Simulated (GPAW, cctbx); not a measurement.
# By hand: from a DFT structure factor to an extinction distance in (SrO)3(MgS)3

(SrO)3(MgS)3, P4/mmm (no. 123), a = 3.6808 Å, b = 3.6808 Å, c = 15.8375 Å, α = 90.00°, β = 90.00°, γ = 90.00°.

```
atom  mult.    x    y       z
 Sr1      2    0    0  0.8377
 Sr2      1  1/2  1/2       0
  S1      2    0    0  0.3390
  S2      1  1/2  1/2     1/2
 Mg1      2  1/2  1/2  0.3254
 Mg2      1    0    0     1/2
  O1      2  1/2  1/2  0.8318
  O2      1    0    0       0
```

The cell is a (SrO)3(MgS)3 superlattice along [001] of the rock-salt type, started at the mean lattice constant and relaxed freely, with no substrate.

A DFT run (GPAW, PBE, 550 eV, 7×7×2 k-points (along the axes of the calculation cell), Fermi–Dirac width 0.05 eV) gives the static X-ray structure factor of 001 as 37.483 e for the conventional cell; superposed free atoms give 37.366 e. **Problem.** Find the Fourier component V of the crystal potential and the two-beam extinction distance at 300 kV in both cases.

## 1. Geometry

The cell volume is Ω = 214.57 Å³ and d(001) = 15.8375 Å, so g = 1/d = 0.0631 Å⁻¹.

## 2. The nuclei

Electrons feel nuclei as well as electrons, so the nuclear charges are summed with the same phases.

Phase sums Σ exp(2πi h·x), turned so that the total is real and positive: Sr +2.047, S -2.061, Mg -1.913, O +1.983. Then F_Z = 38 × (+2.047) + 16 × (-2.061) + 12 × (-1.913) + 8 × (+1.983) = 37.72 e. The electron term has the same sign for this reflection.

## 3. Mott–Bethe

Poisson's equation, term by term, gives V = (e/4πε₀)(F_Z − F)/(πΩg²), with e/4πε₀ = 14.3996 V Å.

The prefactor is 14.3996 × 15.8375²/(π × 214.57) = 5.35803 V per electron. Free atoms: (37.72 − 37.366) × 5.35803 = 1.874 V. Crystal: (37.72 − 37.483) × 5.35803 = 1.247 V. F changes by +0.31 % and V by -33.5 %: the same 0.12 e is measured against F_Z − F = 0.3 e in place of F = 37.4 e.

## 4. Extinction distance

In the two-beam case ξ = 1/(λU) with U = 2γm₀eV/h², that is ξ = 150.41 V Å²/(γλV).

At 300 kV, λ = 0.01969 Å and γ = 1.5871. Free atoms: ξ = 2569 Å. Crystal: ξ = 3860 Å. The thickness fringes go as sin²(πt/ξ), so the two patterns slip by a quarter of a period when t|1/ξ₁ − 1/ξ₀| = 1/4, at t ≈ 192 nm. Thermal motion, absorption and many-beam coupling, left out here, change a real pattern.

## 5. Answer

V(001) is 1.25 V against 1.87 V, and ξ is 3860 against 2569 Å. Limits: static atoms, two beams.

[Outputs are excerpts: Python notices, other lines and further rows are left out; steps that failed or that the build refused (PBEsol, TPSS) are not shown.]

[Logs are printed without paths, hosts, clocks, repeated set-up lines and the standing remarks that a program may print on its own settings, such as how far it seeks lower states.]
